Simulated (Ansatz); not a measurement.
# Amorphous Si: valence band and core levels

How wide do site differences make the core lines of amorphous Si?

Calculated with Ansatz 0.2.0; DFT, LDA, plane-wave PAW, default files, scalar-relativistic.

Most raw output is cut from this account.

### 1. Starting point

The cell holds 30 atoms: 30 Si. Its edges and angles: a = 8.498 Å, b = 8.498 Å, c = 8.498 Å, α = 90.0°, β = 90.0°, γ = 90.0°. How the cell was made: glass; density 2.28 g/cm³; hottest run set to 2800 K; random start, relaxed, three short dynamics runs, relaxed.

### 2. Dynamics at 2800 K

A short run with the thermostat set to 2800 K, starting from rest and too brief to equilibrate, lets the random network rearrange; the cutoff and mesh are cut down, since only a plausible structure is wanted.

Input file input.yaml:

```yaml
crystal:
  lattice:
    - [8.4978037057, 0.0, 0.0]
    - [0.0, 8.4978037057, 0.0]
    - [0.0, 0.0, 8.4978037057]
  atoms:
    - { symbol: Si, position: [0.231319703, 0.3884358189, 0.7796423398] }
    - { symbol: Si, position: [0.0944573959, 0.6140040203, 0.7061974577] }
    - { symbol: Si, position: [0.1906680579, 0.1161918016, 0.3139492311] }
    - { symbol: Si, position: [0.6147173427, 0.5198073791, 0.1015153496] }
    - { symbol: Si, position: [0.4613595945, 0.670088981, 0.4061009843] }
    - { symbol: Si, position: [0.6202718575, 0.9540298403, 0.628165177] }
    - { symbol: Si, position: [0.5442408344, 0.3126120633, 0.3921330496] }
    - { symbol: Si, position: [0.3584928918, 0.9342894242, 0.4853543036] }
[... 18 atom lines left out ...]
    - { symbol: Si, position: [0.4663621368, 0.2572566713, 0.6612894879] }
    - { symbol: Si, position: [0.7074180257, 0.917487222, 0.3533537273] }
    - { symbol: Si, position: [0.7974327916, 0.3916431101, 0.2758161262] }
    - { symbol: Si, position: [0.101383605, 0.3778683808, 0.2359929309] }
kpoints:
  mp_grid: { grid: [1, 1, 1] }
scf:
  occupations: { method: fermi_dirac, width: 0.1 }
  n_extra_bands: 21
hamiltonian:
  xc: lda
  pseudopotentials: { kind: paw }
output:
  forces: true
basis:
  ecutwfc: 320
md:
  timestep: 2.5
  n_steps: 150
  ensemble: nvt_langevin
  temperature: 2800
  seed: 0
```

Launch:

```console
> ansatz run input.yaml --threads 8 --pin off --max-ram 40960MiB --backend cuda --events-out ev --progress --plain --runs-dir out
```

Wall time 22 s (1 × NVIDIA GB200 with 8 threads of Arm Neoverse V2, shared host); peak memory 1 GiB.

Rows from the run:

| time (fs) | T (K) | potential (meV/atom) |
| --- | --- | --- |
| 0.0 | 0 | 0.0 |
| 25.0 | 929 | 52.3 |
| 50.0 | 1168 | 130.8 |
| 75.0 | 1153 | 145.4 |
| 100.0 | 1929 | 163.6 |
| 125.0 | 2141 | 227.2 |
| 150.0 | 2298 | 265.3 |
| 175.0 | 2221 | 327.5 |
| 200.0 | 2155 | 353.7 |
| 225.0 | 2284 | 296.7 |
| 250.0 | 2113 | 278.5 |
| 275.0 | 2504 | 304.0 |
| 300.0 | 2451 | 340.0 |
| 325.0 | 2889 | 270.0 |
| 350.0 | 2600 | 288.7 |
| 375.0 | 1946 | 304.7 |

Mean square displacement at the end: Si 2.3 Å².

Positions (Å) and forces (eV/Å) at 375.0 fs:

```xyz
30
Lattice="8.498 0.000 0.000 0.000 8.498 0.000 0.000 0.000 8.498" Properties=species:S:1:pos:R:3:forces:R:3 pbc="T T T"
Si    3.817    2.432    6.819   -0.561   -0.023    0.793
Si    1.288    5.799    5.506   -0.131   -1.357   -0.410
Si    2.059    1.614    2.012   -1.571   -0.652    0.273
Si    5.402    5.065    1.175    0.486   -0.498   -0.348
Si    4.531    6.339    3.077    0.661   -0.111   -0.006
Si    5.139    8.971    3.711   -0.789    0.762   -0.550
Si    6.336    4.483    3.486    0.024    0.054    0.645
Si    4.074    8.744    1.740    0.478   -0.252   -1.029
Si    6.190    1.015   -1.046   -1.940   -1.314    0.553
Si    2.865    7.502    5.466    0.660    0.422    0.194
Si    7.205    6.846    4.245    0.689   -2.947   -1.496
Si    3.384    5.200    6.628    0.645   -1.518   -0.787
Si    6.870    5.171    7.380   -1.089    0.698   -0.202
Si    3.548    3.346    1.843    0.244    2.287   -0.332
Si    5.439    6.361    5.821   -0.487    0.304    0.081
Si    3.151    1.491    4.675   -0.603    0.337    0.774
Si    0.189    1.743    4.605    0.241   -0.530    2.637
Si    0.049    3.441    2.965    1.729    2.940    1.828
Si    5.486   10.804    2.217    0.630   -0.512   -0.271
Si    1.111    3.440   -1.681    0.448   -0.357   -0.102
Si    6.576    0.108    5.311   -0.175    1.932    2.829
Si    8.068    1.339    2.391   -0.073   -2.617   -1.546
Si    5.691    7.526    0.318   -1.406   -0.416   -2.784
Si    8.717    7.716    6.004    0.106    1.347   -0.304
Si    7.222    2.890    6.981    1.157    1.458   -1.434
Si    2.054    3.676    4.592    0.015   -0.196   -0.042
Si    5.322    3.584    5.542    1.006    0.725   -0.117
Si    6.819    7.776    2.070    1.521    0.656    3.098
Si    7.444    3.271    1.066   -1.414    0.171   -1.976
Si    1.562    3.689    0.774   -0.499   -0.790    0.031
```

From the last frames. Pair distribution g(r), Si–Si against r; read off at these points:

| r (Å) | pair distribution g(r), Si–Si |
| --- | --- |
| 0.04 | 0 |
| 0.26 | 0 |
| 0.41 | 0 |
| 0.63 | 0 |
| 0.86 | 0 |
| 1.08 | 0 |
| 1.23 | 0 |
| 1.45 | 0 |
| 1.67 | 0 |
| 1.90 | 0 |
| 2.04 | 0.218 |
| 2.27 | 1.28 |
| 2.42 | 3.47 |
| 2.49 | 2.44 |
| 2.64 | 1.86 |
| 2.86 | 1.31 |
| 3.09 | 0.517 |
| 3.16 | 1.08 |
| 3.31 | 0.866 |
| 3.46 | 0.656 |
| 3.68 | 0.889 |
| 3.90 | 0.934 |
| 3.98 | 1.14 |
| 4.05 | 0.822 |
| 4.20 | 1.15 |
| 4.28 | 0.968 |
| 4.50 | 0.919 |
| 4.72 | 1.14 |
| 4.87 | 0.984 |
| 5.09 | 0.984 |
| 5.24 | 1.28 |
| 5.32 | 0.981 |
| 5.54 | 1.02 |
| 5.69 | 0.789 |
| 5.91 | 1.11 |

Beyond half the shortest lattice vector, 4.2 Å, g(r) counts periodic images.

Numbers from this step:

```
free energy             : -18242.1941 eV
energy at zero smearing : -18241.9829 eV
smearing term TS        : 0.4225 eV
Fermi energy            : 5.681 eV
gap by band count       : 0.2129 eV
symmetry operations     : 1
```

### 3. Dynamics at 1540 K

A short run with the thermostat set to 1540 K, starting from rest and too brief to equilibrate, lets it settle further; the cutoff and mesh are cut down, since only a plausible structure is wanted.

Input file input.yaml:

```yaml
crystal:
  lattice:
    - [8.4978037057, 0.0, 0.0]
    - [0.0, 8.4978037057, 0.0]
    - [0.0, 0.0, 8.4978037057]
  atoms:
    - { symbol: Si, position: [0.4491731158, 0.2861720695, 0.8024640795] }
    - { symbol: Si, position: [0.1516123626, 0.6823660864, 0.6478902699] }
    - { symbol: Si, position: [0.2423538358, 0.1898777226, 0.2367244877] }
    - { symbol: Si, position: [0.6356637156, 0.5960762444, 0.138310849] }
    - { symbol: Si, position: [0.5331920905, 0.7460074879, 0.3620855666] }
    - { symbol: Si, position: [0.6047674376, 1.0556518617, 0.4366716637] }
    - { symbol: Si, position: [0.7456079728, 0.527534804, 0.4101761856] }
    - { symbol: Si, position: [0.4793989238, 1.0289950523, 0.204817008] }
[... 18 atom lines left out ...]
    - { symbol: Si, position: [0.6262967725, 0.4217712956, 0.6522025396] }
    - { symbol: Si, position: [0.8023856712, 0.9151057636, 0.2436050749] }
    - { symbol: Si, position: [0.8760162446, 0.3849807823, 0.1254897957] }
    - { symbol: Si, position: [0.1837549071, 0.4341521047, 0.0910588355] }
kpoints:
  mp_grid: { grid: [1, 1, 1] }
scf:
  occupations: { method: fermi_dirac, width: 0.1 }
  n_extra_bands: 21
hamiltonian:
  xc: lda
  pseudopotentials: { kind: paw }
output:
  forces: true
basis:
  ecutwfc: 320
md:
  timestep: 2.5
  n_steps: 120
  ensemble: nvt_langevin
  temperature: 1540
  seed: 0
```

The job ended after 18 s (1 × NVIDIA GB200 with 8 threads; peak memory 1 GiB; 32 s of CPU time).

Rows from the run:

| time (fs) | T (K) | potential (meV/atom) |
| --- | --- | --- |
| 0.0 | 0 | 0.0 |
| 20.0 | 1103 | -92.1 |
| 40.0 | 1566 | -100.1 |
| 60.0 | 1407 | -107.3 |
| 80.0 | 1864 | -161.9 |
| 100.0 | 2014 | -189.4 |
| 120.0 | 1996 | -154.7 |
| 140.0 | 1760 | -153.1 |
| 160.0 | 2102 | -229.6 |
| 180.0 | 1809 | -226.5 |
| 200.0 | 1799 | -173.6 |
| 220.0 | 1669 | -200.9 |
| 240.0 | 1747 | -189.8 |
| 260.0 | 1772 | -184.8 |
| 280.0 | 1773 | -167.8 |
| 300.0 | 1517 | -171.0 |

Mean square displacement at the end: Si 1.6 Å².

Positions (Å) and forces (eV/Å) at 300.0 fs:

```xyz
30
Lattice="8.498 0.000 0.000 0.000 8.498 0.000 0.000 0.000 8.498" Properties=species:S:1:pos:R:3:forces:R:3 pbc="T T T"
Si    4.614    2.331    5.588   -0.281   -1.732   -2.817
Si    0.590    5.309    5.078    0.118   -1.590    0.225
Si    2.808    1.090    1.574   -0.738    0.976    0.844
Si    5.793    5.775    0.548    0.574    2.539   -2.687
Si    6.145    6.807    3.635   -1.260   -0.378   -2.868
Si    6.434    9.776    3.445    1.200   -2.185    1.916
Si    7.193    4.380    3.145   -0.584    0.269    1.300
Si    4.710    9.066    0.333    0.842   -0.459    0.390
Si    5.395    2.574   -0.817    0.429    0.186    1.591
Si    2.494    6.713    5.341    0.898    0.486   -0.574
Si    7.307    6.805    5.484    1.279   -0.330    0.932
Si    3.943    4.515    4.376   -0.038    0.296   -0.521
Si    5.300    5.431    6.193   -1.242    2.091    1.551
Si    4.724    4.864    2.167   -1.611   -1.730    1.555
Si    4.778    7.951    5.140   -1.434    0.105    0.563
Si    2.852    1.141    4.423    0.725   -0.392    0.073
Si    0.772    2.457    4.712    0.027    0.538    1.134
Si    0.087    3.044    1.794    0.931   -0.789    0.680
Si    5.595   11.130    2.158   -2.446    2.419   -3.087
Si    3.072    3.803   -2.097   -2.136    0.770    1.392
Si    6.984    0.837    5.607    0.147    1.252    1.303
Si    8.473    0.113    2.561    0.466    1.037   -0.817
Si    6.242    7.854   -1.160   -1.002   -0.181    1.074
Si    9.124    8.374    4.994    0.786   -0.199   -0.658
Si    8.487    3.511    6.833    0.045    0.405   -1.459
Si    1.899    4.082    3.229   -0.525   -0.622   -0.428
Si    6.442    3.736    5.414    2.973   -1.257   -1.241
Si    6.443    7.880    1.357    0.750   -0.102    0.648
Si    6.904    3.857    0.411    0.977   -1.254   -1.123
Si    3.370    3.420    0.640    0.129   -0.170    1.109
```

The pair distribution g(r), Si–Si has structure finer than the step of the table below, so its rows give means over 0.25 Å, whole bins alone (the curve runs from 0.0372 to 5.91 Å). Peaks (Å: height): 2.417: 2.62, 2.565: 2.47, 2.788: 1.64, 3.234: 1.33, 4.647: 1.33, 5.168: 1.27.

From the last frames. The pair distribution g(r), Si–Si by r; means over each step:

| r (Å) | pair distribution g(r), Si–Si |
| --- | --- |
| 1.75 | 0 |
| 2.00 | 0.152 |
| 2.25 | 1.49 |
| 2.50 | 2.22 |
| 2.75 | 1.46 |
| 3.00 | 1.15 |
| 3.25 | 1.19 |
| 3.50 | 0.904 |
| 3.75 | 0.623 |
| 4.00 | 0.726 |
| 4.25 | 0.882 |
| 4.50 | 0.943 |
| 4.75 | 1.10 |
| 5.00 | 1.07 |
| 5.25 | 1.20 |
| 5.50 | 1.09 |
| 5.75 | 0.919 |

Beyond half the shortest lattice vector, 4.2 Å, g(r) counts periodic images.

Numbers from this step:

```yaml
free_energy: -18247.3251 eV
energy_at_zero_smearing: -18247.2230 eV
smearing_term_ts: 0.2042 eV
fermi_energy: 5.861 eV
gap_by_band_count: 0.3783 eV
```

### 4. Dynamics at 300 K

A short run with the thermostat set to 300 K, starting from rest and too brief to equilibrate, lets it settle further; the cutoff and mesh are cut down, since only a plausible structure is wanted.

Input file input.yaml:

```yaml
crystal:
  lattice:
    - [8.4978037057, 0.0, 0.0]
    - [0.0, 8.4978037057, 0.0]
    - [0.0, 0.0, 8.4978037057]
  atoms:
    - { symbol: Si, position: [0.5429893347, 0.2742862328, 0.6575497157] }
    - { symbol: Si, position: [0.0694613216, 0.6247963546, 0.5975980284] }
    - { symbol: Si, position: [0.330489279, 0.1283108969, 0.1852253195] }
    - { symbol: Si, position: [0.6817426953, 0.6795895191, 0.0644699414] }
    - { symbol: Si, position: [0.7231268642, 0.8010854659, 0.4278086511] }
    - { symbol: Si, position: [0.7570899653, 1.1504002588, 0.4053594414] }
    - { symbol: Si, position: [0.8464935863, 0.5154245001, 0.3700653486] }
    - { symbol: Si, position: [0.5542097236, 1.0669114516, 0.0391684022] }
[... 18 atom lines left out ...]
    - { symbol: Si, position: [0.7580314872, 0.4396089558, 0.6370631782] }
    - { symbol: Si, position: [0.7582467054, 0.9273459749, 0.1597352164] }
    - { symbol: Si, position: [0.8124716768, 0.4539165358, 0.0484235766] }
    - { symbol: Si, position: [0.3966248035, 0.4024796861, 0.0753172955] }
kpoints:
  mp_grid: { grid: [1, 1, 1] }
scf:
  occupations: { method: fermi_dirac, width: 0.1 }
  n_extra_bands: 21
hamiltonian:
  xc: lda
  pseudopotentials: { kind: paw }
output:
  forces: true
basis:
  ecutwfc: 320
md:
  timestep: 2.5
  n_steps: 80
  ensemble: nvt_langevin
  temperature: 300
  seed: 0
```

Run time: 12 s. Hardware: 1 × NVIDIA GB200 with 8 threads; peak memory 1 GiB; 21 s of CPU time.

The trajectory, sampled:

| time (fs) | T (K) | potential (meV/atom) |
| --- | --- | --- |
| 0.0 | 0 | 0.0 |
| 12.5 | 608 | -74.6 |
| 27.5 | 873 | -120.3 |
| 40.0 | 690 | -113.3 |
| 52.5 | 640 | -128.2 |
| 67.5 | 565 | -141.0 |
| 80.0 | 549 | -149.5 |
| 92.5 | 474 | -156.7 |
| 107.5 | 499 | -164.4 |
| 120.0 | 510 | -169.7 |
| 132.5 | 429 | -162.9 |
| 147.5 | 357 | -160.9 |
| 160.0 | 411 | -173.0 |
| 172.5 | 440 | -177.5 |
| 187.5 | 340 | -172.1 |
| 200.0 | 359 | -174.4 |

Mean square displacement at the end: Si 0.24 Å².

Positions (Å) and forces (eV/Å) at 200.0 fs:

```xyz
30
Lattice="8.498 0.000 0.000 0.000 8.498 0.000 0.000 0.000 8.498" Properties=species:S:1:pos:R:3:forces:R:3 pbc="T T T"
Si    4.593    2.416    5.063    0.383    0.941    0.394
Si    0.722    4.806    4.570   -0.044    0.330   -0.125
Si    2.984    0.987    2.050   -0.258    0.586    0.485
Si    5.784    5.994    0.220   -0.143    0.317    0.119
Si    5.925    6.854    3.115   -0.338    0.609    0.141
Si    6.032    9.431    3.633   -0.254   -0.877    0.132
Si    7.124    4.750    3.131    0.681   -0.733    0.045
Si    4.913    9.276    0.661    0.535    0.529   -0.280
Si    5.353    2.678   -0.911    0.830    0.089    0.131
Si    2.130    6.787    4.785    0.201    0.055    0.180
Si    7.323    7.019    5.208    0.616   -0.656   -0.193
Si    3.625    4.670    4.373   -0.392   -0.153    0.145
Si    5.153    5.455    6.278    0.671   -0.560   -0.288
Si    4.742    4.762    2.276    0.898   -0.454   -0.477
Si    4.974    7.708    5.369   -0.600   -0.093   -0.924
Si    3.186    0.633    4.621   -0.206   -1.067   -0.468
Si    1.594    2.457    4.886   -0.489    0.358   -0.012
Si   -0.189    3.059    1.707    1.412    0.516    0.467
Si    6.028   11.174    2.116   -1.304    0.231   -0.467
Si    3.034    3.982   -1.882   -0.392   -0.240    0.120
Si    7.085    1.483    5.663    0.204   -0.299    0.570
Si    9.002    0.748    2.122   -0.861   -0.219   -0.508
Si    6.308    8.091   -1.233    0.013    0.382    0.675
Si    9.043    8.664    4.499   -0.293    0.308    0.538
Si    8.705    3.739    6.654    0.159   -0.135   -0.697
Si    2.187    3.449    2.550   -0.672    0.285    0.340
Si    6.711    3.849    5.272   -0.715    0.958    0.159
Si    6.784    8.103    1.239    0.874   -0.366    0.402
Si    7.142    4.127   -0.012   -0.371   -0.925   -0.149
Si    3.520    3.429    0.678   -0.144    0.283   -0.453
```

The pair distribution g(r), Si–Si has structure finer than the step of the table below, so its rows give means over 0.25 Å, whole bins alone (the curve runs from 0.0372 to 5.91 Å). Peaks (Å: height): 2.565: 3.88, 3.011: 1.23, 4.127: 1.32, 4.870: 1.29.

From the last frames. The pair distribution g(r), Si–Si by r; means over each step:

r (Å), pair distribution g(r), Si–Si and a bar:
```
     1.75       0.00 
     2.00       0.00 
     2.25       0.99 #########
     2.50       3.36 ##############################
     2.75       1.40 ############
     3.00       0.88 ########
     3.25       0.76 #######
     3.50       0.71 ######
     3.75       0.83 #######
     4.00       1.17 ##########
     4.25       0.98 #########
     4.50       0.81 #######
     4.75       1.02 #########
     5.00       1.13 ##########
     5.25       0.94 ########
     5.50       1.02 #########
     5.75       0.98 #########
```

Beyond half the shortest lattice vector, 4.2 Å, g(r) counts periodic images.

Numbers from this step:

| Item | Value |
| --- | --- |
| free energy | -18252.5583 eV |
| energy at zero smearing | -18252.5270 eV |
| smearing term TS | 0.06245 eV |
| Fermi energy | 5.914 eV |
| gap by band count | 0.7124 eV |

### 5. Relaxation

The atoms that the input leaves free are moved downhill until their forces fall under the threshold; the cell stays fixed.

The quenched cell is relaxed to a local minimum.

Input file input.yaml:

```yaml
crystal:
  lattice:
    - [8.4978037057, 0.0, 0.0]
    - [0.0, 8.4978037057, 0.0]
    - [0.0, 0.0, 8.4978037057]
  atoms:
    - { symbol: Si, position: [0.5404505166, 0.2842722666, 0.5958377248] }
    - { symbol: Si, position: [0.0849184164, 0.565544422, 0.5377807126] }
    - { symbol: Si, position: [0.3511980367, 0.116204938, 0.2412881139] }
    - { symbol: Si, position: [0.6806296511, 0.7053789074, 0.0259203776] }
    - { symbol: Si, position: [0.6972605126, 0.8066185955, 0.3665704779] }
    - { symbol: Si, position: [0.7098224417, 1.1098732917, 0.4274772921] }
    - { symbol: Si, position: [0.8383610047, 0.5589732338, 0.3684426204] }
    - { symbol: Si, position: [0.5782038858, 1.0915580306, 0.0778159949] }
[... 18 atom lines left out ...]
    - { symbol: Si, position: [0.7896775298, 0.4528916957, 0.6203937688] }
    - { symbol: Si, position: [0.7982712728, 0.9535835031, 0.1458542297] }
    - { symbol: Si, position: [0.840395318, 0.4856254395, -0.0013803553] }
    - { symbol: Si, position: [0.4142156854, 0.4034937464, 0.0797345828] }
kpoints:
  mp_grid: { grid: [2, 2, 2] }
scf:
  occupations: { method: fermi_dirac, width: 0.03 }
  n_extra_bands: 23
hamiltonian:
  xc: lda
  pseudopotentials: { kind: paw }
output:
  forces: true
relax:
  f_tol: 0.05
  max_steps: 60
```

The job ended after 7.1 s (1 × NVIDIA GB200 with 8 threads; peak memory 1.2 GiB).

Step by step (22 of 24):

| step | energy less that of the first step (eV) | largest force component (eV/Å) |
| --- | --- | --- |
| 1 | 0.0000 | 1.1777 |
| 2 | -1.4443 | 0.8214 |
| 3 | -2.5778 | 0.5937 |
| 4 | -3.1406 | 0.5112 |
| 5 | -3.6108 | 0.5356 |
| 6 | -3.8931 | 0.5144 |
| 8 | -4.3954 | 0.4204 |
| 9 | -4.6648 | 0.4698 |
| 10 | -4.8517 | 0.2630 |
| 11 | -4.9378 | 0.2462 |
| 12 | -5.0001 | 0.2595 |
| 13 | -5.0502 | 0.1083 |
| 14 | -5.0719 | 0.0844 |
| 15 | -5.0808 | 0.0519 |
| 16 | -5.0848 | 0.0686 |
| 17 | -5.0876 | 0.0504 |
| 19 | -5.0939 | 0.0408 |
| 20 | -5.0984 | 0.0675 |
| 21 | -5.1023 | 0.0732 |
| 22 | -4.9311 | 0.4475 |
| 23 | -5.1083 | 0.0556 |
| 24 | -5.1114 | 0.0379 |

Relaxation step 22 was tried and not accepted.

The atoms that moved most (Å):

| atom | dx | dy | dz | length |
| --- | --- | --- | --- | --- |
| Si12 | -0.541 | -0.200 | -0.906 | 1.074 |
| Si17 | 0.863 | 0.454 | 0.291 | 1.017 |
| Si26 | -0.156 | -0.416 | -0.588 | 0.737 |
| Si2 | -0.391 | 0.520 | 0.341 | 0.734 |
| Si10 | 0.347 | -0.606 | 0.137 | 0.711 |
| Si21 | 0.693 | 0.040 | -0.086 | 0.699 |
| Si20 | 0.106 | 0.664 | 0.061 | 0.675 |
| Si23 | 0.230 | 0.523 | -0.266 | 0.630 |

Final coordinates:

```cif
data_structure
_symmetry_space_group_name_H-M 'P 1'
_symmetry_Int_Tables_number 1
_cell_length_a 8.4978
_cell_length_b 8.4978
_cell_length_c 8.4978
_cell_angle_alpha 90.000
_cell_angle_beta 90.000
_cell_angle_gamma 90.000
_cell_volume 613.65
loop_
_atom_site_label
_atom_site_type_symbol
_atom_site_fract_x
_atom_site_fract_y
_atom_site_fract_z
_atom_site_occupancy
Si1 Si 0.55865 0.30037 0.64935 1
Si2 Si 0.03890 0.62669 0.57787 1
Si3 Si 0.32390 0.09064 0.26487 1
Si4 Si 0.73443 0.66790 0.03524 1
Si5 Si 0.68956 0.85735 0.41040 1
Si6 Si 0.70205 0.13344 0.48787 1
Si7 Si 0.85573 0.58077 0.37334 1
Si8 Si 0.57113 0.08940 0.11932 1
Si9 Si 0.61326 0.27791 0.91876 1
Si10 Si 0.29141 0.72734 0.57928 1
Si11 Si 0.87518 0.83762 0.61869 1
Si12 Si 0.36290 0.52596 0.40796 1
Si13 Si 0.61613 0.66673 0.78297 1
Si14 Si 0.57831 0.54858 0.23230 1
Si15 Si 0.55845 0.90766 0.65406 1
Si16 Si 0.32784 0.04342 0.54481 1
Si17 Si 0.28904 0.34255 0.60922 1
Si18 Si 0.96142 0.33527 0.21268 1
Si19 Si 0.68624 0.29344 0.27257 1
Si20 Si 0.36951 0.54674 0.78569 1
Si21 Si 0.91529 0.17926 0.65633 1
Si22 Si 0.02876 0.06033 0.22536 1
Si23 Si 0.76940 0.01367 0.82362 1
Si24 Si 0.05699 0.00876 0.49833 1
Si25 Si 0.00307 0.41745 0.74863 1
Si26 Si 0.23901 0.35692 0.23091 1
Si27 Si 0.75185 0.49061 0.61583 1
Si28 Si 0.80100 0.92937 0.09404 1
Si29 Si 0.85226 0.42465 0.97685 1
Si30 Si 0.40846 0.43896 0.03111 1
```

This step gave:

```
free energy             : -18246.7082 eV
energy at zero smearing : -18246.6975 eV
smearing term TS        : 0.02130 eV
Fermi energy            : 5.859 eV
```

The relaxation ends 170 meV an atom lower, with a largest force component of 0.038 eV/Å.

[end of part 1 of 2]

[Logs are printed without paths, hosts, clocks, repeated set-up lines and the standing remarks that a program may print on its own settings, such as how far it seeks lower states.]

[Hosts, paths, dates, database ids (printed as entryN), source tags and the programs' standing remarks are cut or masked in the printed files.]

[Maps of the electrostatic potential energy from Ansatz leave out the sawtooth potential of an applied field or a dipole correction, so their vacuum need not be flat; work functions include it.]
